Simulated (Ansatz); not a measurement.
## LuPd (Pm-3m): the cell at rest

Wanted: the relaxed cell of LuPd (Pm-3m).

Program: Ansatz 0.2.0. Level of theory: DFT PBEsol, scalar-relativistic, plane waves, PAW; PAW set soft_1. Results are calculated unless marked as measured.

Most raw output is cut from this account.

## 1. The starting structure

The structure is cubic, space group Pm-3m (No. 221). Conventional cell: a = 3.415 Å, b = 3.415 Å, c = 3.415 Å, α = 90.00°, β = 90.00°, γ = 90.00°. Nearest to Lu lie 8 Pd at 2.96 Å. Pd has 8 Lu at 2.96 Å nearest. Farther neighbours are not listed.

## 2. Probe on a coarse mesh

First a cheap look: the gap decides the mesh and the occupations, the pressure tells how far the cell has to move.

Input file input.yaml:

```yaml
crystal:
  lattice:
    - [3.415, 0.0, 0.0]
    - [0.0, 3.415, 0.0]
    - [0.0, 0.0, 3.415]
  atoms:
    - { symbol: Lu, position: [0.0, 0.0, 0.0] }
    - { symbol: Pd, position: [0.5, 0.5, 0.5] }
kpoints:
  mp_grid: { grid: [6, 6, 6] }
hamiltonian:
  xc: pbesol
  pseudopotentials: { kind: paw, azcp: { folder: soft_1 }, xc_functional: pbe }
scf:
  occupations: { method: gaussian, width: 0.1 }
output:
  forces: true
  stress: true
  eigenvalues: true
```

Command:

```bash
ansatz run input.yaml --threads 4 --pin off --max-ram 10240MiB --backend cpu --events-out ev --progress --plain --runs-dir out
```

Elapsed: 1.9 s, on 4 threads of Intel Xeon Platinum 8488C (Sapphire Rapids), shared host; peak memory 0.38 GiB; 3.1 s of CPU time.

This step gave:

```
pressure          : -2.852 GPa
volume per atom   : 19.91 Å³
gap on the k-mesh : 0 eV
```

The coarse mesh shows no gap and a pressure of -2.9 GPa.

## 3. Bringing the structure to rest

The cell and atoms are relaxed, since residual forces and stress would shift the frequencies.

input.yaml, the sections that differ from step 2:

```yaml
kpoints:
  mp_grid: { grid: [12, 12, 12] }
output:
  forces: true
  stress: true
  eigenvalues: true
  write_density: true
  write_potential: true
  elf: true
  volumetric_format: npy
relax:
  adjacent_minimum: "off"
  f_tol: 0.005
  max_steps: 80
  cell: { stress_tol: 0.05 }
# crystal, hamiltonian, scf: as in step 2
```

Run time: 7.5 s. Hardware: 4 threads; peak memory 0.49 GiB; 27 s of CPU time.

Step by step:

```csv
step,energy less that of the first step (eV),largest force component (eV/Å),pressure (GPa),volume (Å³)
1,0.0000,0.0000,-2.42,39.83
2,0.0058,0.0000,3.73,37.77
3,-0.0071,0.0000,-0.13,38.99
4,-0.0071,0.0000,0.00,38.95
5*,-0.0068,0.0000,0.00,38.95
```

Relaxation steps marked * repeat the geometry before them on a plane-wave basis chosen anew for their cell, so energy and pressure can jump there. Relaxation step 2 was tried and not accepted.

The run keeps the 48 symmetry operations that it works with, so distortions that break them were not tested.

```csv
"conventional cell, symmetrised",before,after,change
a (Å),3.415,3.390,-0.7 %
b (Å),3.415,3.390,-0.7 %
c (Å),3.415,3.390,-0.7 %
volume (Å³/atom),19.91,19.47,-2.2 %
```

The relaxed structure:

```
Lu Pd
1.0
     3.38963    0.00000    0.00000
     0.00000    3.38963    0.00000
     0.00000    0.00000    3.38963
Lu Pd
1 1
Direct
  0.00000 0.00000 0.00000
  0.50000 0.50000 0.50000
```

This step gave:

```yaml
pressure: -0.002611 GPa
volume_per_atom: 19.47 Å³
```

ELF in the ac plane at fractional y = 0.500, with atoms of Pd within 0.2 Å of it. It is the smooth field of the valence electrons, not physical close to the nuclei.

Values, 14 rows by 14 columns, each cell a mean:
```
0.13 0.16 0.23 0.30 0.33 0.32 0.29 0.28 0.30 0.32 0.33 0.29 0.22 0.15
0.19 0.22 0.28 0.32 0.31 0.27 0.25 0.24 0.25 0.28 0.31 0.32 0.27 0.22
0.28 0.30 0.32 0.31 0.28 0.28 0.30 0.30 0.30 0.28 0.28 0.31 0.32 0.29
0.33 0.33 0.31 0.28 0.31 0.38 0.41 0.41 0.40 0.36 0.30 0.28 0.31 0.33
0.34 0.32 0.27 0.29 0.38 0.43 0.40 0.38 0.41 0.43 0.36 0.28 0.28 0.32
0.32 0.29 0.25 0.31 0.42 0.39 0.30 0.27 0.31 0.41 0.40 0.30 0.25 0.30
0.31 0.28 0.24 0.32 0.42 0.36 0.26 0.24 0.27 0.38 0.41 0.30 0.24 0.28
0.32 0.28 0.25 0.32 0.42 0.38 0.29 0.26 0.30 0.40 0.41 0.30 0.25 0.29
0.34 0.31 0.27 0.29 0.40 0.43 0.38 0.36 0.39 0.43 0.38 0.28 0.27 0.32
0.34 0.33 0.30 0.28 0.32 0.40 0.42 0.42 0.42 0.38 0.31 0.28 0.31 0.33
0.29 0.31 0.32 0.30 0.28 0.29 0.32 0.32 0.31 0.29 0.28 0.31 0.32 0.30
0.21 0.24 0.29 0.32 0.30 0.27 0.25 0.24 0.25 0.27 0.31 0.32 0.28 0.23
0.13 0.17 0.24 0.31 0.33 0.31 0.28 0.28 0.29 0.32 0.33 0.30 0.22 0.16
0.10 0.13 0.21 0.29 0.34 0.34 0.32 0.31 0.32 0.34 0.33 0.28 0.19 0.13
```
Columns run along a (3.4 Å), rows up along c (3.4 Å). Atoms in or near the plane, at fractional coordinates: Pd at (0.50, 0.50).

Electrostatic potential energy in the ac plane at fractional y = 0.500, with atoms of Pd within 0.2 Å of it. With pseudopotentials it is smooth inside the atoms' cores, unlike the true potential.

Values in eV, 14 rows by 14 columns, each cell a mean:
```
 17  18  18  19  20  20  20  20  20  20  20  19  18  18
 18  18  19  19  19  18  18  17  18  19  19  19  19  18
 19  19  19  18  17  13   9   8  10  14  17  18  19  19
 20  20  19  17  11  -1 -10 -13  -9   1  12  17  19  20
 21  20  18  13  -2 -20 -30 -34 -29 -16   1  14  19  20
 21  20  17   8 -13 -33 -47 -51 -45 -29  -9  10  18  20
 21  20  17   5 -17 -38 -51 -51 -51 -34 -13   8  17  20
 21  20  17   7 -14 -34 -48 -51 -47 -30 -10   9  18  20
 21  20  18  12  -5 -24 -34 -38 -33 -20  -1  13  18  20
 20  20  19  16   9  -5 -14 -17 -13  -2  11  17  19  20
 19  19  19  18  16  12   7   5   8  13  17  18  19  19
 18  18  19  19  19  18  17  17  17  18  19  19  19  18
 17  18  18  19  20  20  20  20  20  20  20  19  18  18
 17  17  18  19  20  21  21  21  21  21  20  19  18  17
```
Columns run along a (3.4 Å; values clipped at the 3rd and 97th percentile), rows up along c (3.4 Å). Atoms in or near the plane, at fractional coordinates: Pd at (0.50, 0.50).

Valence density in the ac plane at fractional y = 0.500, with atoms of Pd within 0.2 Å of it. It is the smooth field of the valence electrons, not physical close to the nuclei.

Values in e/Å³, 14 rows by 14 columns, each cell a mean:
```
 0  0  0  0  0  0  0  0  0  0  0  0  0  0
 0  0  0  0  0  0  0  0  0  0  0  0  0  0
 0  0  0  0  0  1  1  1  1  0  0  0  0  0
 0  0  0  0  1  1  2  3  2  1  1  0  0  0
 0  0  0  1  1  4  6  7  6  3  1  0  0  0
 0  0  0  1  3  7 12 13 11  6  2  1  0  0
 0  0  0  1  3  9 14 16 13  7  3  1  0  0
 0  0  0  1  3  7 12 14 12  6  2  1  0  0
 0  0  0  1  2  4  7  9  7  4  1  1  0  0
 0  0  0  0  1  2  3  3  3  1  1  0  0  0
 0  0  0  0  0  1  1  1  1  1  0  0  0  0
 0  0  0  0  0  0  0  0  0  0  0  0  0  0
 0  0  0  0  0  0  0  0  0  0  0  0  0  0
 0  0  0  0  0  0  0  0  0  0  0  0  0  0
```
Columns run along a (3.4 Å), rows up along c (3.4 Å). Atoms in or near the plane, at fractional coordinates: Pd at (0.50, 0.50).

In this step the volume went from 19.91 to 19.47 Å³/atom.

## 4. Relaxing to small forces for the phonons

Phonons need a cell at rest on their own settings, so the relaxation is repeated with tight tolerances on forces and stress, using the mesh and the filling of the phonon run that follows.

input.yaml, the sections that differ from step 3:

```yaml
crystal:
  lattice:
    - [3.3896309063, 0.0, 0.0]
    - [0.0, 3.3896309063, 0.0]
    - [0.0, 0.0, 3.3896309063]
  atoms:
    - { symbol: Lu, position: [0.0, 0.0, 0.0] }
    - { symbol: Pd, position: [0.5, 0.5, 0.5] }
scf:
  occupations: { method: methfessel_paxton, width: 0.2 }
output:
  forces: true
  stress: true
  eigenvalues: true
relax:
  adjacent_minimum: "off"
  f_tol: 0.001
  max_steps: 60
  cell: { stress_tol: 0.01 }
# kpoints, hamiltonian: as in step 3
```

It took 5.6 s on 4 threads; peak memory 0.48 GiB; 20 s of CPU time.

Little changed from the start: no atom moved by 0.005 Å and no cell edge by 0.1 %.

This step gave:

- pressure: 8.96e-5 GPa

The forces vanish by symmetry and the pressure is 0.000 GPa, within the tolerances set. The cell now holds 19.47 Å³/atom.

## 5. Summary of results

```yaml
space_group_after_relaxation_within_0p01_a: Pm-3m
lattice_constant_a: 3.389 Å
lattice_constant_b: 3.389 Å
lattice_constant_c: 3.389 Å
volume_per_atom: 19.5 Å³
```

The forces vanish by symmetry and the pressure is 0.000 GPa, within the tolerances set. The cell now holds 19.47 Å³/atom. The relaxation keeps the symmetry of its start, so it says nothing on stability against lower symmetry. The runs are without spin polarisation, although the cell has an odd electron count. Spin-orbit coupling is left out, which can matter for the heavy elements here. The PAW files were made for PBE and serve the other functionals too.

[Logs are printed without paths, hosts, clocks, repeated set-up lines and the standing remarks that a program may print on its own settings, such as how far it seeks lower states.]

[Hosts, paths, dates, database ids (printed as entryN), source tags and the programs' standing remarks are cut or masked in the printed files.]
